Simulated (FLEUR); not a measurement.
**free Fe(001) film, 5 layers: anisotropy by force theorems**

One state of free Fe(001) film, 5 layers is converged without symmetry. Force theorems then give its anisotropy.

Main program and level: FLEUR MaX-R8.1; PBE; all-electron FLAPW film, Dirac cores, scalar-relativistic bands.

### 1. Starting point

The cell holds 5 atoms: 5 Fe. Its edges and angles: a = 2.866 Å, b = 2.866 Å, c = 19.732 Å, α = 90.0°, β = 90.0°, γ = 90.0°. Layers at typed spacings, unrelaxed. Vacuum lies along c.

Structure file:

```xyz
5
Lattice="2.8660 0.0000 0.0000 0.0000 2.8660 0.0000 0.0000 0.0000 19.7320" Properties=species:S:1:pos:R:3
Fe    0.0000    0.0000    7.0000
Fe    1.4330    1.4330    8.4330
Fe    0.0000    0.0000    9.8660
Fe    1.4330    1.4330   11.2990
Fe    0.0000    0.0000   12.7320
```

### 2. Self-consistent state

The force theorems are single passes in this state's potential, so it has to be converged first.

No symmetry is used, so that later steps may turn the spins freely; k and −k are joined. FLEUR takes the sheet as a true film: the images along c are dropped, heights are typed in bohr, and the vacuum on both sides is semi-infinite. inpgen writes inp.xml from crystal.txt; cutoffs, mixing, functional, smearing and local orbitals are then set in the file. The k list scf (kpts.xml, not shown) is a Γ-centred 10×10×1 mesh; where the ranks do not divide the number of points, some are split in two of half the weight.

Contents of inp.xml:

```
<?xml version="1.0" encoding="UTF-8" standalone="no"?>
<fleurInput fleurInputVersion="0.39">
   <comment>
      Fe
   </comment>
   <calculationSetup>
      <cutoffs Kmax="3.68" Gmax="11.0" GmaxXC="11.0" numbands="0"/>
      <scfLoop itmax="150" minDistance="0.00002" maxIterBroyd="15" imix="Anderson" alpha="0.03" precondParam="0.0" spinf="2.0" sdNocoIR="T"/>
      <coreElectrons ctail="F" frcor="F" kcrel="0" coretail_lmax="0"/>
      <xcFunctional name="pbe" relativisticCorrections="F"/>
      <magnetism jspins="2" l_noco="F" l_ss="F">
         <qss>0.0 0.0 0.0</qss>
         <mtNocoParams l_mperp="F" l_mtNocoPot="F" l_relaxSQA="F" mag_mixing_scheme="0" mix_RelaxWeightOffD="1.0" l_constrained="F" mix_constr="1.0"/>
         <sourceFreeMag l_sourceFree="F" l_scaleMag="F" mag_scale="1.0"/>
      </magnetism>
      <soc l_soc="F" theta="0.0" phi="0.0" spav="F"/>
      <expertModes spex="0" secvar="F"/>
      <geometryOptimization l_f="F" forcealpha="1.0" forcemix="BFGS" epsdisp="0.00001" epsforce="0.00001"/>
      <ldaU l_linMix="F" mixParam="0.05" spinf="1.0"/>
   </calculationSetup>
   <cell>
      <bzIntegration valenceElectrons="80.0" mode="hist" fermiSmearingEnergy="0.00183747">
         <kPointListSelection listName="scf"/>
         <xi:include xmlns:xi="http://www.w3.org/2001/XInclude" href="kpts.xml"> </xi:include>
      </bzIntegration>
      <xi:include xmlns:xi="http://www.w3.org/2001/XInclude" href="sym.xml"> </xi:include>
      <filmLattice scale="1.0" dVac="16.09" dTilda="18.59">
         <bravaisMatrixFilm>
            <row-1>    5.4159550731035999     0.0000000000000000</row-1>
            <row-2>    0.0000000000000000     5.4159550731035999</row-2>
         </bravaisMatrixFilm>
         <vacuumEnergyParameters vacuum="1" spinUp="-.25" spinDown="-.25"/>
         <vacuumEnergyParameters vacuum="2" spinUp="-.25" spinDown="-.25"/>
      </filmLattice>
   </cell>
   <atomSpecies>
      <species name="Iron (Fe) 2.800" element="Fe" atomicNumber="26">
         <mtSphere radius="2.23" gridPoints="737" logIncrement="0.016"/>
         <atomicCutoffs lmax="8" lnonsphr="6"/>
         <electronConfig flipSpins="F">
            <coreConfig>(1s1/2) (2s1/2) (2p1/2) (2p3/2)</coreConfig>
            <valenceConfig>(3s1/2) (3p1/2) (3p3/2) (4s1/2) (3d3/2) (3d5/2)</valenceConfig>
            <stateOccupation state="(3d3/2)" spinUp="1.4" spinDown="1.0"/>
            <stateOccupation state="(3d5/2)" spinUp="3.0" spinDown="0.6"/>
         </electronConfig>
         <energyParameters s="4" p="4" d="3" f="4"/>
         <lo type="SCLO" l="0" n="3" eDeriv="0"/>
         <lo type="SCLO" l="1" n="3" eDeriv="0"/>
      </species>
   </atomSpecies>
   <atomGroups>
      <atomGroup species="Iron (Fe) 2.800">
         <filmPos label="                   1">.0000000000 .0000000000 -5.4159438709</filmPos>
         <force calculate="T" relaxXYZ="TTT"/>
         <nocoParams  alpha="0.0" beta="0.0"/>
      </atomGroup>
      <atomGroup species="Iron (Fe) 2.800">
         <filmPos label="                   2">1.000/2.000 1.000/2.000 -2.7079719354</filmPos>
         <force calculate="T" relaxXYZ="TTT"/>
         <nocoParams  alpha="0.0" beta="0.0"/>
      </atomGroup>
      <atomGroup species="Iron (Fe) 2.800">
         <filmPos label="                   3">.0000000000 .0000000000 .0000000000</filmPos>
         <force calculate="T" relaxXYZ="TTT"/>
         <nocoParams  alpha="0.0" beta="0.0"/>
      </atomGroup>
      <atomGroup species="Iron (Fe) 2.800">
         <filmPos label="                   4">1.000/2.000 1.000/2.000 2.7079719354</filmPos>
         <force calculate="T" relaxXYZ="TTT"/>
         <nocoParams  alpha="0.0" beta="0.0"/>
      </atomGroup>
      <atomGroup species="Iron (Fe) 2.800">
         <filmPos label="                   5">.0000000000 .0000000000 5.4159438709</filmPos>
         <force calculate="T" relaxXYZ="TTT"/>
         <nocoParams  alpha="0.0" beta="0.0"/>
      </atomGroup>
   </atomGroups>
   <output dos="F" band="F" slice="F">
      <bandDOS minEnergy="-.5*Htr" maxEnergy="0.5*Htr" sigma="0.015" storeEVData="T"/>
      <plotting iplot="0" polar="F">
         <plot TwoD="T" vec1="  1.0  0.0  0.0" vec2="  0.0  1.0  0.0" vec3="  0.0  0.0  1.0" zero="  0.0  0.0 -0.5" file="plot"/>
      </plotting>
      <moessbauerParams electricFieldGradient="F" isomerShift="F" coreHyperfine="F" valenceHyperfine="F"/>
   </output>
</fleurInput>
```

Contents of crystal.txt:

```
Fe
&input film=T cartesian=F /
2.86600000000  0.00000000000  0.00000000000
0.00000000000  2.86600000000  0.00000000000
0.00000000000  0.00000000000  1.00000000000
1.8897261246
1.0 1.0 1.0

5
26 0.00000000000  0.00000000000  -5.41594387088 : 2.800
26 0.50000000000  0.50000000000  -2.70797193544 : 2.800
26 0.00000000000  0.00000000000  0.00000000000 : 2.800
26 0.50000000000  0.50000000000  2.70797193544 : 2.800
26 0.00000000000  0.00000000000  5.41594387088 : 2.800

&kpt div1=10 div2=10 div3=1 gamma=T /
```

On the command line:

```sh
> OMP_NUM_THREADS=1 inpgen -f crystal.txt -nosym -noco > inpgen.log  # inp.xml is then edited as shown
> OMP_NUM_THREADS=1 mpirun -n 8 fleur_MPI > fleur.log
```

Log:

```text
Welcome to FLEUR        (www.flapw.de)
      MaX-Release 8.1          (www.max-centre.eu)

 ========== k-point set info ==========
 Selected k-point list: scf
 k-point list type: mesh
 0 x 0 x 0
 Number of k points: 56

 ------------Calculation Setup---------------------------
 Number of MPI-tasks      :            8
 Number of PE/node        :            8
 Number of OMP-threads    :            1
 k-points in parallel     :            8
 pe's per k-point         :            1
 No of k-point loops      :            7
 Eigenvalue solver        :       lapack
 Number of basis functions:          510
 Approximate size of matrices (H+S) per k-point:         0.008 GB
 --------------------------------------------------------
 Iteration:     1   Distance:      30.50322915 me/bohr^3
 Iteration:     2   Distance:      12.80700898 me/bohr^3
 Iteration:     3   Distance:      13.46237233 me/bohr^3
 Iteration:     4   Distance:      10.89791988 me/bohr^3
 Iteration:     5   Distance:       8.60594398 me/bohr^3
 Iteration:     6   Distance:       8.08812994 me/bohr^3
 Iteration:     7   Distance:       6.97873693 me/bohr^3
 Iteration:     8   Distance:       7.23452577 me/bohr^3
 Iteration:     9   Distance:       6.53148320 me/bohr^3
 Iteration:    10   Distance:       3.88423350 me/bohr^3
[... 29 iterations left out ...]
 Iteration:    40   Distance:       0.00015187 me/bohr^3
 Iteration:    41   Distance:       0.00009899 me/bohr^3
 Iteration:    42   Distance:       0.00006764 me/bohr^3
 Iteration:    43   Distance:       0.00006606 me/bohr^3
 Iteration:    44   Distance:       0.00011114 me/bohr^3
 Iteration:    45   Distance:       0.00005704 me/bohr^3
 Iteration:    46   Distance:       0.00004115 me/bohr^3
 Iteration:    47   Distance:       0.00003835 me/bohr^3
 Iteration:    48   Distance:       0.00003013 me/bohr^3
 Iteration:    49   Distance:       0.00001497 me/bohr^3

 ********************************************************************
 Run finished successfully
 Stop message:
   all done
 ********************************************************************

--- out.xml (last complete iteration) ---
<iteration numberForCurrentRun="   49" overallNumber="   49">
         [... left out ...]
         <bandgap value="0.0000000000" units="eV"/>
         <sumValenceSingleParticleEnergies value="-104.7393657766" units="Htr"/>
         <FermiEnergy value="-0.1395288273" units="Htr"/>
         <valenceDensity>
            <mtCharges spin="1">
               <mtCharge atomType="1" total="8.7424503" s="1.1725977" p="3.0960980" d="4.4657081" f="0.0061812"/>
               <mtCharge atomType="2" total="8.5641877" s="1.1672653" p="3.1392854" d="4.2434044" f="0.0108855"/>
               <mtCharge atomType="3" total="8.6254744" s="1.1748515" p="3.1429647" d="4.2926544" f="0.0115647"/>
               <mtCharge atomType="4" total="8.5641878" s="1.1672653" p="3.1392854" d="4.2434045" f="0.0108855"/>
               <mtCharge atomType="5" total="8.7424504" s="1.1725977" p="3.0960980" d="4.4657082" f="0.0061812"/>
            </mtCharges>
            <mtCharges spin="2">
               <mtCharge atomType="1" total="5.7495444" s="1.1601645" p="3.0958620" d="1.4878072" f="0.0046866"/>
               <mtCharge atomType="2" total="6.1462250" s="1.1780301" p="3.1724625" d="1.7863645" f="0.0076547"/>
               <mtCharge atomType="3" total="6.0755938" s="1.1763723" p="3.1755297" d="1.7133639" f="0.0084653"/>
               <mtCharge atomType="4" total="6.1462252" s="1.1780301" p="3.1724626" d="1.7863647" f="0.0076547"/>
               <mtCharge atomType="5" total="5.7495451" s="1.1601645" p="3.0958620" d="1.4878079" f="0.0046866"/>
            </mtCharges>
            <spinDependentCharge spin="1" total="46.7059782" interstitial="3.3073368" mtSpheres="43.2387507" vacuum1="0.0799453" vacuum2="0.0799453"/>
            <spinDependentCharge spin="2" total="33.2940221" interstitial="3.3449111" mtSpheres="29.8671335" vacuum1="0.0409887" vacuum2="0.0409887"/>
            <totalCharge value="80.0000002292"/>
         </valenceDensity>
         [... left out ...]
         <allElectronCharges>
            <spinDependentCharge spin="1" total="71.7059782" interstitial="3.3073368" mtSpheres="68.2387507" vacuum1="0.0799453" vacuum2="0.0799453"/>
            <spinDependentCharge spin="2" total="58.2940221" interstitial="3.3449111" mtSpheres="54.8671335" vacuum1="0.0409887" vacuum2="0.0409887"/>
            <totalCharge value="130.0000002308"/>
         </allElectronCharges>
         <magneticMomentsInMTSpheres units="muBohr">
            <globalMagMoment atomType="1" vec="0.00000   0.00000   2.99291"/>
            <localMagMoment atomType="1" vec="0.00000   0.00000   2.99291"/>
            <globalMagMoment atomType="2" vec="0.00000   0.00000   2.41796"/>
            <localMagMoment atomType="2" vec="0.00000   0.00000   2.41796"/>
            <globalMagMoment atomType="3" vec="0.00000   0.00000   2.54988"/>
            <localMagMoment atomType="3" vec="0.00000   0.00000   2.54988"/>
            <globalMagMoment atomType="4" vec="0.00000   0.00000   2.41796"/>
            <localMagMoment atomType="4" vec="0.00000   0.00000   2.41796"/>
            <globalMagMoment atomType="5" vec="0.00000   0.00000   2.99291"/>
            <localMagMoment atomType="5" vec="0.00000   0.00000   2.99291"/>
         </magneticMomentsInMTSpheres>
         <moessbauerParams unitsHFF="kG" unitsIS="e/bohr^3" unitsEFG="Htr/bohr^2">
         </moessbauerParams>
         <totalEnergy value="    -6363.9175224434" units="Htr">
            <sumOfEigenvalues value="    -3741.1708625420">
               <coreElectrons value="-3636.4314967654"/>
               <valenceElectrons value="-104.7393657766"/>
            </sumOfEigenvalues>
            <densityCoulombPotentialIntegral value="-9829.1244706124"/>
            <densityEffectivePotentialIntegral value="-10192.1362019330"/>
            <chargeDenXCDenIntegral value="-279.6698279030"/>
            <FockExchangeEnergyValence value="0.0000000000"/>
            <FockExchangeEnergyCore value="0.0000000000"/>
            <atomTypeDependentContributions atomType="1">
               <electronNucleiInteractionDifferentMTs value="1517.6805752841"/>
               <MadelungTerm value="-6.3090870045"/>
            </atomTypeDependentContributions>
            <atomTypeDependentContributions atomType="2">
               <electronNucleiInteractionDifferentMTs value="1519.0632569619"/>
               <MadelungTerm value="-5.1685868943"/>
            </atomTypeDependentContributions>
            <atomTypeDependentContributions atomType="3">
               <electronNucleiInteractionDifferentMTs value="1518.9864708377"/>
               <MadelungTerm value="-5.2213163825"/>
            </atomTypeDependentContributions>
            <atomTypeDependentContributions atomType="4">
               <electronNucleiInteractionDifferentMTs value="1519.0632567401"/>
               <MadelungTerm value="-5.1685868766"/>
            </atomTypeDependentContributions>
            <atomTypeDependentContributions atomType="5">
               <electronNucleiInteractionDifferentMTs value="1517.6805743957"/>
               <MadelungTerm value="-6.3090872479"/>
            </atomTypeDependentContributions>
            <tkbTimesEntropy value="0.0018376227"/>
            <freeEnergy value="-6363.9193600661"/>
            <extrapolationTo0K value="-6363.9184412548"/>
         </totalEnergy>
         <densityConvergence units="me/bohr^3">
            <chargeDensity spin="1" distance="0.0000090948"/>
            <chargeDensity spin="2" distance="0.0000113994"/>
            <overallChargeDensity distance="0.0000149680"/>
            <spinDensity distance="0.0000141873"/>
         </densityConvergence>
      </iteration>
```

Elapsed: 3.3 min, on 8 MPI ranks of Arm Neoverse V2, shared host; peak memory 1.6 GiB; 27 min of CPU time.

Spin moment in the muffin-tin sphere by atom:

| atom | spin moment in the muffin-tin sphere (μB) |
| --- | --- |
| Fe1 | 2.99 |
| Fe2 | 2.42 |
| Fe3 | 2.55 |
| Fe4 | 2.42 |
| Fe5 | 2.99 |

Read from the output:

| Property | Result |
| --- | --- |
| free energy | -173171.0677 eV |
| program's band gap on this mesh (in a metal only a level spacing) | 0 eV |
| magnetization | 13.41 μB |
| final state | ferromagnetic |

After 49 cycles the largest moment stands at 2.99 μB.

### 3. Anisotropy by the force theorem, rung 1

Anisotropy is a small difference, so it is taken from sums over occupied states at a frozen potential, where most errors cancel.

One pass with spin–orbit coupling for each direction, from the saved density. Inversion lets half of the mesh serve, which the program's warning doesn't know. The k list mae (kpts.xml, not shown) is a Γ-centred 17×17×1 mesh.

Changes to inp.xml since step 2:

```diff
@@ -6,4 +6,4 @@
    <calculationSetup>
-      <cutoffs Kmax="3.68" Gmax="11.0" GmaxXC="11.0" numbands="0"/>
-      <scfLoop itmax="150" minDistance="0.00002" maxIterBroyd="15" imix="Anderson" alpha="0.03" precondParam="0.0" spinf="2.0" sdNocoIR="T"/>
+      <cutoffs Kmax="3.68" Gmax="11.0" GmaxXC="11.0" numbands="160"/>
+      <scfLoop itmax="1" minDistance="0.00002" maxIterBroyd="15" imix="Anderson" alpha="0.03" precondParam="0.0" spinf="2.0" sdNocoIR="T"/>
       <coreElectrons ctail="F" frcor="F" kcrel="0" coretail_lmax="0"/>
@@ -15,3 +15,3 @@
       </magnetism>
-      <soc l_soc="F" theta="0.0" phi="0.0" spav="F"/>
+      <soc l_soc="T" theta="0.0" phi="0.0" spav="F"/>
       <expertModes spex="0" secvar="F"/>
@@ -22,3 +22,3 @@
       <bzIntegration valenceElectrons="80.0" mode="hist" fermiSmearingEnergy="0.00183747">
-         <kPointListSelection listName="scf"/>
+         <kPointListSelection listName="mae"/>
          <xi:include xmlns:xi="http://www.w3.org/2001/XInclude" href="kpts.xml"> </xi:include>
@@ -84,2 +84,5 @@
    </output>
+   <forceTheorem>
+      <MAE theta="0.0 1.5707963 1.5707963" phi="0.0 0.0 1.5707963"/>
+   </forceTheorem>
 </fleurInput>
```

On the command line:

```sh
> OMP_NUM_THREADS=1 mpirun -n 8 fleur_MPI -warn_only > fleur.log
```

Log:

```text
[banner, memory and clock lines left out]
Welcome to FLEUR        (www.flapw.de)
      MaX-Release 8.1          (www.max-centre.eu)
************FLEUR-Warning*****************
Error message: k-point set is not compatible to missing time-reversal symmetry in calculation.
Error occurred in subroutine: gen_bz
Error from PE:0/8
Other PEs with error messages:
     1-k-point set is not compatible to missing time-reversal symmetry in calculation.
     5-k-point set is not compatible to missing time-reversal symmetry in calculation.
     6-k-point set is not compatible to missing time-reversal symmetry in calculation.
*****************************************
************FLEUR-Warning*****************
Error message: k-point set is not compatible to missing time-reversal symmetry in calculation.
Error occurred in subroutine: gen_bz
Error from PE:1/8
*****************************************

 ========== k-point set info ==========
 Selected k-point list: mae
 k-point list type: mesh
 0 x 0 x 0
 Number of k points: 152

 [... set-up left out ...]
 ********************************************************************
 Run finished successfully
 Stop message:
   Forcetheorem MAE
 ********************************************************************

--- out.xml (force theorem) ---
<Forcetheorem_MAE Angles="3" units="Htr">
            <Angle theta="0.0000000" phi="0.0000000" ev-sum="-104.742399252"/>
            <Angle theta="1.5707963" phi="0.0000000" ev-sum="-104.742384784"/>
            <Angle theta="1.5707963" phi="1.5707963" ev-sum="-104.742384784"/>
         </Forcetheorem_MAE>
```

The job ended after 45 s (8 MPI ranks; peak memory 1.8 GiB; 6 min of CPU time).

Anisotropy energies, by row:

| axis | x | y | z | band energy less the first axis' (meV a cell) |
| --- | --- | --- | --- | --- |
| z | 0 | 0 | 1 | 0 |
| x | 1 | 0 | 0 | 0.3937 |
| y | 0 | 1 | 0 | 0.3937 |

Shape anisotropy is not in these numbers.

### 4. Anisotropy by the force theorem, rung 2

A second rung shows how far the first can be trusted.

The k list mae (kpts.xml, not shown) is a Γ-centred 26×26×1 mesh.

inp.xml is that of step 3.

Log:

```text
[banner, memory and clock lines left out]
Welcome to FLEUR        (www.flapw.de)
      MaX-Release 8.1          (www.max-centre.eu)
************FLEUR-Warning*****************
Error message: k-point set is not compatible to missing time-reversal symmetry in calculation.
Error occurred in subroutine: gen_bz
Error from PE:0/8
Other PEs with error messages:
     1-k-point set is not compatible to missing time-reversal symmetry in calculation.
     3-k-point set is not compatible to missing time-reversal symmetry in calculation.
[...]
========== k-point set info ==========
 Selected k-point list: mae
 k-point list type: mesh
 0 x 0 x 0
 Number of k points: 344

 [... set-up left out ...]
 ********************************************************************
 Run finished successfully
 Stop message:
   Forcetheorem MAE
 ********************************************************************

--- out.xml (force theorem) ---
<Forcetheorem_MAE Angles="3" units="Htr">
            <Angle theta="0.0000000" phi="0.0000000" ev-sum="-104.742537479"/>
            <Angle theta="1.5707963" phi="0.0000000" ev-sum="-104.742520305"/>
            <Angle theta="1.5707963" phi="1.5707963" ev-sum="-104.742520305"/>
         </Forcetheorem_MAE>
```

Wall time 99 s (8 MPI ranks); peak memory 2.8 GiB; 13 min of CPU time.

Anisotropy energies, by row:

| axis | x | y | z | band energy less the first axis' (meV a cell) |
| --- | --- | --- | --- | --- |
| z | 0 | 0 | 1 | 0 |
| x | 1 | 0 | 0 | 0.4673 |
| y | 0 | 1 | 0 | 0.4673 |

(Continued in part 2 of 2.)

[Logs and program files are shortened in this print: banners, set-up blocks, solver, clock and traceback lines can be left out without a mark of their own.]

[Logs are printed without paths, hosts, clocks, repeated set-up lines and the standing remarks that a program may print on its own settings, such as how far it seeks lower states.]

[Hosts, paths, dates, database ids (printed as entryN), source tags and the programs' standing remarks are cut or masked in the printed files.]

[Where a cell is said to come from a database of computed structures, the database is the Materials Project.]
